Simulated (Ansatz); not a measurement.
# Si on Rh(100): change of the work function, part 2 of 5

How does Si on the top site change the work function of Rh(100) as the layer fills?

Ansatz 0.2.0; plane-wave DFT, r2SCAN, Ansatz PAW (the session's first sound run).

So far, work function, upper face (eV): step 2 (the clean slab) 5.10.

## 3. Adsorbate added, k-mesh 6×6×1, coverage 0.25 ML

System of this step: Si/Rh(100). The cell holds 17 atoms: 16 Rh and 1 Si. Cell: a = 5.374 Å, b = 5.374 Å, c = 26.289 Å, α = 90.0°, β = 90.0°, γ = 90.0°. Vacuum lies along c.

The clean slab as it ended is repeated in the plane and the adsorbate is set on one face; the cell's size fixes the coverage, and the k-mesh shrinks with it to keep the sampling density about even. Adsorbate and upper layers relax, since the dipole depends on the height.

Input file input.yaml:

```yaml
crystal:
  lattice:
    - [5.374011537, 0.0, 0.0]
    - [0.0, 5.374011537, 0.0]
    - [0.0, 0.0, 26.2893535293]
  atoms:
    - { symbol: Rh, position: [0.25, 0.25, 0.342343907] }
    - { symbol: Rh, position: [0.0, 0.0, 0.4146165096] }
    - { symbol: Rh, position: [0.25, 0.25, 0.4870345287] }
    - { symbol: Rh, position: [0.0, 0.0, 0.5566075831] }
    - { symbol: Rh, position: [0.25, 0.75, 0.342343907] }
    - { symbol: Rh, position: [0.0, 0.5, 0.4146165096] }
    - { symbol: Rh, position: [0.25, 0.75, 0.4870345287] }
    - { symbol: Rh, position: [0.0, 0.5, 0.5566075831] }
    - { symbol: Rh, position: [0.75, 0.25, 0.342343907] }
    - { symbol: Rh, position: [0.5, 0.0, 0.4146165096] }
    - { symbol: Rh, position: [0.75, 0.25, 0.4870345287] }
    - { symbol: Rh, position: [0.5, 0.0, 0.5566075831] }
    - { symbol: Rh, position: [0.75, 0.75, 0.342343907] }
    - { symbol: Rh, position: [0.5, 0.5, 0.4146165096] }
    - { symbol: Rh, position: [0.75, 0.75, 0.4870345287] }
    - { symbol: Rh, position: [0.5, 0.5, 0.5566075831] }
    - { symbol: Si, position: [0.0, 0.0, 0.657656093] }
kpoints:
  mp_grid: { grid: [6, 6, 1] }
hamiltonian:
  xc: r2scan
scf:
  occupations: { method: fermi_dirac, width: 0.1 }
  convergence: { dr2_threshold: 1.0e-08 }
efield:
  axis: 3
  dipole_correction: true
  ramp_position: 0.97
  ramp_width: 0.06
relax:
  f_tol: 0.02
  max_steps: 60
  constraints: [{ sites: [0, 1, 4, 5, 8, 9, 12, 13] }]
output:
  bader: true
  dos: { projected: true, e_range: [-8, 4] }
  write_potential: true
  write_density: true
  volumetric_format: npy
  elf: true
```

Command:

```sh
ansatz run input.yaml --threads 4 --pin off --max-ram 12288MiB --backend cpu --events-out ev --progress --plain --runs-dir out
```

Numbers of over 12 decimals in the logs are rounded to 6 here.

What it wrote:

```text
[...]
Crystal: 17 atoms, lattice volume = 759.237 Å³
Basis set: ecut = 500 eV, 19211 PW (Γ), exchange–correlation on 160×160×768 points (64 copies of the dense FFT grid, shifted against one another)
Bands: 166, of which v1, the nominal top of the filled ones, is band 138 counted from 1 (137 counted from 0)
Symmetry: 8 space group operations
[...]
k-points: 10 of 36
[...]
SCF iter   1: F=—  HF=-103272.317410 eV  |F-HF|=—  |Δ(HF+E_count)|=         —  Δρ=7.42e-3  dr2=1.28e0  dr2_τ=1.23e-1  ethr=1.77e-3  p=0.168 e·Å  D=3.99e-2 V/Å  ΔV_dip=-1.05 eV  dr2_dipole=2.75e-1  V_vac-E_F(+/−)=3.97/5.02 eV  ⟨swp⟩=8.1  Hψ=6932  notcnv=0  defer=30
[...]
SCF iter  11: F=-103272.490808 eV  HF=-103272.490808 eV  |F-HF|=8.73e-10  |Δ(HF+E_count)|=   1.57e-8  Δρ=4.49e-7  dr2=5.10e-9  dr2_τ=1.48e-10  ethr=3.62e-12  p=0.110 e·Å  D=2.62e-2 V/Å  ΔV_dip=-0.69 eV  dr2_dipole=2.88e-10  V_vac-E_F(+/−)=4.40/5.08 eV  ⟨swp⟩=16.5  Hψ=12181  notcnv=0
SCF 1 converged in 11 iterations: F = -103272.490808 eV  dr2 = 5.10e-9
[...]
relax step   1: F+E_penalty+E_count = -103272.49080803 eV  Δ(F+E_penalty+E_count) = +0.000e0 eV  max|allowed force component| = 3.623e0 eV/Å  Δτ_max = 0.0000 Å  (11 SCF iters, accepted)
[...]
SCF iter  11: F=-103273.353025 eV  HF=-103273.353025 eV  |F-HF|=4.18e-9  |Δ(HF+E_count)|=   3.56e-8  Δρ=4.52e-7  dr2=2.48e-9  dr2_τ=1.38e-10  ethr=3.62e-12  p=0.087 e·Å  D=2.06e-2 V/Å  ΔV_dip=-0.54 eV  dr2_dipole=1.02e-10  V_vac-E_F(+/−)=4.53/5.08 eV  ⟨swp⟩=16.6  Hψ=12180  notcnv=0
SCF 2 converged in 11 iterations: F = -103273.353025 eV  dr2 = 2.48e-9
relax step   2: F+E_penalty+E_count = -103273.35302494 eV  Δ(F+E_penalty+E_count) = -8.622e-1 eV  max|allowed force component| = 3.205e0 eV/Å  Δτ_max = 0.1948 Å  (11 SCF iters, accepted)
SCF iter   1: F=—  HF=-103273.470090 eV  |F-HF|=—  |Δ(HF+E_count)|=         —  Δρ=5.57e-3  dr2=7.63e-1  dr2_τ=1.70e0  ethr=2.96e-3  p=0.087 e·Å  D=2.06e-2 V/Å  ΔV_dip=-0.54 eV  dr2_dipole=2.34e-1  V_vac-E_F(+/−)=4.55/5.09 eV  ⟨swp⟩=4.0  Hψ=3625  notcnv=0  defer=52
[...]
SCF iter  11: F=-103273.863791 eV  HF=-103273.863791 eV  |F-HF|=1.39e-8  |Δ(HF+E_count)|=   7.00e-8  Δρ=8.25e-7  dr2=9.24e-9  dr2_τ=4.36e-10  ethr=3.62e-12  p=0.071 e·Å  D=1.69e-2 V/Å  ΔV_dip=-0.44 eV  dr2_dipole=4.25e-10  V_vac-E_F(+/−)=4.62/5.07 eV  ⟨swp⟩=17.5  Hψ=13198  notcnv=0
SCF 3 converged in 11 iterations: F = -103273.863791 eV  dr2 = 9.24e-9
[...]
relax step   3: F+E_penalty+E_count = -103273.86379064 eV  Δ(F+E_penalty+E_count) = -5.108e-1 eV  max|allowed force component| = 6.847e-1 eV/Å  Δτ_max = 0.1950 Å  (11 SCF iters, accepted)
[...]
relax step   4: F+E_penalty+E_count = -103273.96959695 eV  Δ(F+E_penalty+E_count) = -1.058e-1 eV  max|allowed force component| = 1.632e-1 eV/Å  Δτ_max = 0.1961 Å  (11 SCF iters, accepted)
[...]
relax step   5: F+E_penalty+E_count = -103273.97654005 eV  Δ(F+E_penalty+E_count) = -6.943e-3 eV  max|allowed force component| = 3.284e-2 eV/Å  Δτ_max = 0.0314 Å  (11 SCF iters, accepted)
SCF iter   1: F=—  HF=-103273.958541 eV  |F-HF|=—  |Δ(HF+E_count)|=         —  Δρ=8.11e-4  dr2=2.50e-2  dr2_τ=4.01e-2  ethr=5.65e-5  p=0.048 e·Å  D=1.14e-2 V/Å  ΔV_dip=-0.30 eV  dr2_dipole=7.65e-3  V_vac-E_F(+/−)=4.77/5.07 eV  ⟨swp⟩=2.0  Hψ=2552  notcnv=0  defer=53
[...]
SCF iter   9: F=-103273.976908 eV  HF=-103273.976908 eV  |F-HF|=3.73e-9  |Δ(HF+E_count)|=   9.39e-9  Δρ=4.99e-7  dr2=7.44e-9  dr2_τ=1.24e-10  ethr=3.62e-12  p=0.048 e·Å  D=1.15e-2 V/Å  ΔV_dip=-0.30 eV  dr2_dipole=3.71e-10  V_vac-E_F(+/−)=4.77/5.07 eV  ⟨swp⟩=13.2  Hψ=11804  notcnv=0
SCF 6 converged in 9 iterations: F = -103273.976908 eV  dr2 = 7.44e-9
[...]
relax step   6: F+E_penalty+E_count = -103273.97690753 eV  Δ(F+E_penalty+E_count) = -3.675e-4 eV  max|allowed force component| = 6.772e-3 eV/Å  Δτ_max = 0.0079 Å  (9 SCF iters, accepted)
NSCF: frozen V_eff on 10 k-points
[...]
SCF iter   3: F=-103273.976908 eV  HF=-103273.976908 eV  |F-HF|=5.97e-10  |Δ(HF+E_count)|=  8.73e-10  Δρ=1.98e-7  dr2=8.58e-10  dr2_τ=3.02e-11  ethr=1.00e-12  p=0.048 e·Å  D=1.15e-2 V/Å  ΔV_dip=-0.30 eV  dr2_dipole=3.78e-11  V_vac-E_F(+/−)=4.77/5.07 eV  ⟨swp⟩=6.9  Hψ=10506  notcnv=0
SCF 7 converged in 3 iterations: F = -103273.976908 eV  dr2 = 8.58e-10
[...]
SCF converged after 3 iterations
an eigenvalue changed by more than its tolerance at an iteration that met the thresholds in force, so the SCF went on 1 time: the last check found none over its tolerance
Free energy (F): -103273.976908 eV
[...]
Internal energy: -103273.062749 eV  (E = F + TS)
E sigma→0 (E₀):  -103273.519828 eV
Entropy (-TS):   -0.914158 eV (-53.774 meV/atom)
Fermi energy:    3.246839 eV
Dipole field:    D = 0.011510 V/Å  (p = 0.048294 e·Å, saw-weighted, corrected)
Work function:   Φ+ = 4.7652 eV   Φ− = 5.0678 eV
[...]
--- Forces (eV/Å), atoms counted from 1 ---
  atom   1  Rh    -0.00544932    -0.00544932     0.54134363
  atom   2  Rh     0.00000000     0.00000000    -0.38751692
  atom   3  Rh    -0.00036718    -0.00036718     0.00499251
  atom   4  Rh     0.00000000     0.00000000     0.00676805
  atom   5  Rh    -0.00544932     0.00544932     0.54134363
  atom   6  Rh    -0.00000000     0.00000000    -0.43538956
  atom   7  Rh    -0.00036718     0.00036718     0.00499251
  atom   8  Rh     0.00000000     0.00000000    -0.00060800
  atom   9  Rh     0.00544932    -0.00544932     0.54134363
  atom  10  Rh     0.00000000     0.00000000    -0.43538956
  atom  11  Rh     0.00036718    -0.00036718     0.00499251
  atom  12  Rh     0.00000000     0.00000000    -0.00060800
  atom  13  Rh     0.00544932     0.00544932     0.54134363
  atom  14  Rh    -0.00000000     0.00000000    -0.93145804
  atom  15  Rh     0.00036718     0.00036718     0.00499251
  atom  16  Rh     0.00000000     0.00000000     0.00217977
  atom  17  Si     0.00000000     0.00000000    -0.00333246
  max |Σ_I F_I| component: 1.01e-5 eV/Å
--- Band table (eV; the first three rows and the last of 10) ---
  k-point 0: bands = [... 134 lower, 3.3786, 3.5242, 3.6685, 3.6883, 3.6883, 3.7179, 3.7472, 3.8791, ... 24 higher]
  k-point 1: bands = [... 134 lower, 3.3364, 3.4196, 3.4950, 3.4964, 3.5219, 3.5757, 3.6331, 3.7695, ... 24 higher]
  k-point 2: bands = [... 134 lower, 3.0658, 3.2150, 3.2510, 3.2980, 3.3289, 3.4193, 3.5245, 3.5539, ... 24 higher]
  k-point 9: bands = [... 134 lower, 2.2328, 2.2328, 2.3268, 2.7744, 2.7744, 2.8223, 2.8627, 2.8830, ... 24 higher]
--- Relaxed structure (6 steps of the walk, 6 accepted, 0 SCFs on fresh bases) ---
  F+E_penalty+E_count = -103273.97690753 eV   max|allowed force component| = 6.772e-3 eV/Å
  atoms:
    - { symbol: Rh, position: [0.25, 0.25, 0.342343907] }
    - { symbol: Rh, position: [0.0, 0.0, 0.4146165096] }
    - { symbol: Rh, position: [0.252388, 0.252388, 0.487278] }
    - { symbol: Rh, position: [0, 0.0, 0.554356] }
    - { symbol: Rh, position: [0.25, 0.75, 0.342343907] }
    - { symbol: Rh, position: [0.0, 0.5, 0.4146165096] }
    - { symbol: Rh, position: [0.252388, 0.747612, 0.487278] }
    - { symbol: Rh, position: [0, 0.5, 0.558723] }
    - { symbol: Rh, position: [0.75, 0.25, 0.342343907] }
    - { symbol: Rh, position: [0.5, 0.0, 0.4146165096] }
    - { symbol: Rh, position: [0.747612, 0.252388, 0.487278] }
    - { symbol: Rh, position: [0.5, 0.0, 0.558723] }
    - { symbol: Rh, position: [0.75, 0.75, 0.342343907] }
    - { symbol: Rh, position: [0.5, 0.5, 0.4146165096] }
    - { symbol: Rh, position: [0.747612, 0.747612, 0.487278] }
    - { symbol: Rh, position: [0.5, 0.5, 0.557537] }
    - { symbol: Si, position: [0, 0.0, 0.634877] }
--- Bader charges: 17 sites ---
  site symbol  charge [e]  shift [e]
     0     Rh     -0.0470     0.0001
     1     Rh      0.0398     0.0001
     2     Rh      0.0281     0.0001
     3     Rh     -0.7946     0.0091
     4     Rh     -0.0470     0.0001
     5     Rh      0.0424     0.0001
     6     Rh      0.0281     0.0001
     7     Rh     -0.0434     0.0001
     8     Rh     -0.0470     0.0001
     9     Rh      0.0424     0.0001
    10     Rh      0.0281     0.0001
    11     Rh     -0.0434     0.0001
    12     Rh     -0.0470     0.0001
    13     Rh      0.0429     0.0001
    14     Rh      0.0281     0.0001
    15     Rh     -0.0346     0.0002
    16     Si      0.8242     0.0091
  estimated error of the sums over rays = 4.7e-4 e
```

Run time: 9.5 min. Hardware: 4 threads of Arm Neoverse V1, shared host; peak memory 5.1 GiB.

The steps of the relaxation:

```csv
step,energy less that of the first step (eV),largest force component (eV/Å)
1,0.0000,3.6231
2,-0.8622,3.2050
3,-1.3730,0.6847
4,-1.4788,0.1632
5,-1.4857,0.0328
6,-1.4861,0.0068
```

The run keeps the 8 symmetry operations that it works with, so distortions that break them were not tested.

The atoms that moved most (Å):

```csv
atom,dx,dy,dz,length
Si17,0.000,0.000,-0.599,0.599
Rh4,0.000,0.000,-0.059,0.059
Rh12,0.000,0.000,0.056,0.056
Rh8,0.000,0.000,0.056,0.056
Rh16,0.000,0.000,0.024,0.024
Rh3,0.013,0.013,0.006,0.019
Rh7,0.013,-0.013,0.006,0.019
Rh11,-0.013,0.013,0.006,0.019
```

The relaxed structure:

```xyz
17
Lattice="5.3740 0.0000 0.0000 0.0000 5.3740 0.0000 0.0000 0.0000 26.2894" Properties=species:S:1:pos:R:3
Rh    1.3435    1.3435    9.0000
Rh    0.0000    0.0000   10.9000
Rh    1.3563    1.3563   12.8102
Rh    0.0000    0.0000   14.5736
Rh    1.3435    4.0305    9.0000
Rh    0.0000    2.6870   10.9000
Rh    1.3563    4.0177   12.8102
Rh    0.0000    2.6870   14.6885
Rh    4.0305    1.3435    9.0000
Rh    2.6870    0.0000   10.9000
Rh    4.0177    1.3563   12.8102
Rh    2.6870    0.0000   14.6885
Rh    4.0305    4.0305    9.0000
Rh    2.6870    2.6870   10.9000
Rh    4.0177    4.0177   12.8102
Rh    2.6870    2.6870   14.6573
Si    0.0000    0.0000   16.6905
```

Numbers from this step:

```
energy at zero smearing        : -103273.5198 eV
work function, upper face      : 4.765 eV
work function, lower face      : 5.068 eV
dipole along the normal        : 0.04829 e·Å
step between the vacuum levels : -0.3026 eV
```

Running mean over 1.9 Å of the planar mean; the ramp of the sawtooth is left out. Table of electron's electrostatic potential energy less the Fermi level by z:

```csv
z (Å),electron's electrostatic potential energy less the Fermi level (eV)
4,5.07
5,5.06
6,5.02
7,4.40
8,-3.50
9,-12.2
10,-12.8
11,-13.0
12,-12.9
13,-13.3
14,-13.5
15,-11.1
16,-1.52
17,1.38
18,3.71
19,4.68
20,4.76
21,4.76
22,4.77
23,4.77
```

The density of states has structure finer than the step of the table below, so its rows give means over 0.25 eV, whole bins alone (the curve runs from -8 to 1.98 eV). Peaks (eV: height): -4.240: 39.0, -2.710: 50.3, -2.440: 48.6, -2.320: 56.6, -1.800: 39.2, -1.590: 42.7, 0.690: 43.5.

Density of states against energy, zero at the Fermi level; means over each step:

```csv
energy (eV),density of states (states/eV a cell)
-7.75,2.97
-7.50,5.04
-7.25,0.00419
-7.00,1.22
-6.75,1.37
-6.50,1.54
-6.25,1.82
-6.00,6.30
-5.75,15.9
-5.50,23.1
-5.25,25.0
-5.00,20.6
-4.75,21.7
-4.50,27.9
-4.25,22.6
-4.00,20.9
-3.75,16.1
-3.50,22.0
-3.25,21.2
-3.00,22.9
-2.75,34.4
-2.50,28.7
-2.25,24.4
-2.00,18.7
-1.75,27.8
-1.50,31.6
-1.25,23.4
-1.00,24.9
-0.75,26.3
-0.50,26.2
-0.25,28.1
0.00,29.7
0.25,22.2
0.50,25.6
0.75,23.3
1.00,8.97
1.25,8.23
1.50,9.04
1.75,4.60
```

Projected DOS per atom over height of the atomic layer and energy from the Fermi level. Layers: Rh4 Rh4 Rh4 Rh4 Si from below.

Ten even steps from '_' (0.00 states/eV) to '@' (2.40 states/eV), each cell a mean:
```
________==
........##
--====----
******++::
@@**++##..
@@++==##::
##++++**::
@@++++##==
%%====##--
##====%%..
##@@@@**::
++++++++..
========..
****==++__
++##****..
::##%%==__
..%%@@--__
__----..__
__________
__________
________--
______..**
```
Columns: height of the atomic layer (Å) from 9 to 16.7 (not evenly spaced); rows upwards: energy from the Fermi level (eV) from -7.96 to 1.95.

Valence density in the ca plane at fractional y = 0.000, with atoms of Rh and Si within 0.2 Å of it. It is the smooth field of the valence electrons, not physical close to the nuclei.

Ten steps, logarithmic in the rise over the least value, from '0' (0 e/Å³) to '9' (14 e/Å³), each cell a mean:
```
00111236898632112589864321222100000000000000
01112224676422222467643322221000000000000000
01122222333222222233322222110000000000000000
01222222232222222222221111000000000000000000
01122223454322222245532100000000000000000000
00111235787522122478863100000000000000000000
00111236999632112589984100000000000000000000
00111236898632112479974100000000000000000000
01112224676422222357752100000000000000000000
01122222333222222233321100000000000000000000
01222222232222222223221111110000000000000000
01122223454322222345432222221000000000000000
00111235787522122578853322221100000000000000
00111236999632112699974320232100000000000000
```
Columns run along c (16.0 Å, from fractional 0.29 to 0.90 of the cell), rows up along a (5.4 Å). Atoms in or near the plane, at fractional coordinates: Rh at (0.41, 0.00), Rh at (0.55, 0.00), Rh at (0.41, 0.50), Rh at (0.56, 0.50), Si at (0.63, 0.00).

ELF in the ca plane at fractional y = 0.000, with atoms of Rh and Si within 0.2 Å of it. It is the smooth field of the valence electrons, not physical close to the nuclei.

Ten even steps from '0' (0.00) to '9' (0.99), each cell a mean:
```
11222225777422111477755635899998742000000000
12222222454222222245534666899998631000000000
12222222222222222222224567899886420000000000
12222222222222222222222344667653100000000000
12222222343222222223321111222210000000000000
11222223676322122356652110000000000000000000
11112225777521112467764210000000000000000000
11122225777422112367763210000000000000000000
12222222454222222235532111111000000000000000
12222222222222222222222223445432000000000000
12222222222222222222223456788875310000000000
12222222333222222223324667899987531000000000
11222223676322221367644645899998741000000000
11122225777521111577755637899998742000000000
```
Columns run along c (16.0 Å, from fractional 0.29 to 0.90 of the cell), rows up along a (5.4 Å). Atoms in or near the plane, at fractional coordinates: Rh at (0.41, 0.00), Rh at (0.55, 0.00), Rh at (0.41, 0.50), Rh at (0.56, 0.50), Si at (0.63, 0.00).

Electrostatic potential energy in the ca plane at fractional y = 0.000, with atoms of Rh and Si within 0.2 Å of it. With pseudopotentials it is smooth inside the atoms' cores, unlike the true potential.

Values in eV, 8 rows by 16 columns, each cell a mean:
```
  7   6 -12 -60  -6   5 -32 -49 -16 -38   3   8   8   8   8   8
  6   3   3  -5   3   3   0  -2   3  -1   6   8   8   8   8   8
  7   4   1 -17   2   4  -3 -14   5   7   8   8   8   8   8   8
  8   6 -17 -71 -10   6 -31 -65   0   8   8   8   8   8   8   8
  7   6 -12 -61  -6   5 -24 -55   1   8   8   8   8   8   8   8
  6   3   3  -4   3   3   2  -3   5   6   7   8   8   8   8   8
  7   4   0 -17   2   3  -6 -12  -1  -9   5   8   8   8   8   8
  8   6 -17 -71 -10   5 -41 -59 -22 -48   1   8   8   8   8   8
```
Columns run along c (16.0 Å, from fractional 0.29 to 0.90 of the cell; values clipped at the 3rd and 97th percentile), rows up along a (5.4 Å). Atoms in or near the plane, at fractional coordinates: Rh at (0.41, 0.00), Rh at (0.55, 0.00), Rh at (0.41, 0.50), Rh at (0.56, 0.50), Si at (0.63, 0.00).

The relaxation took 6 steps and lowered the energy by 1.5 eV; the largest force on the free atoms ends at 0.0068 eV/Å.

By hand: a sheet of dipoles makes a step −p/(ε₀A) in the electron's potential. With e/ε₀ = 180.95 V·Å, p = 0.04829 e·Å and A = 28.88 Å², that is −180.95 × (0.04829) / 28.88 = -0.303 eV, and the two vacuum levels of the run differ by -0.303 eV.

The covered face has 4.77 eV, -0.33 eV against the clean one; the bare back face has moved by -0.03 eV, a measure of how thin the slab is.

(Continued in part 3 of 5.)

[Logs are printed without paths, hosts, clocks, repeated set-up lines and the standing remarks that a program may print on its own settings, such as how far it seeks lower states.]

[Hosts, paths, dates, database ids (printed as entryN), source tags and the programs' standing remarks are cut or masked in the printed files.]

[Maps of the electrostatic potential energy from Ansatz leave out the sawtooth potential of an applied field or a dipole correction, so their vacuum need not be flat; planar profiles and work functions include it.]
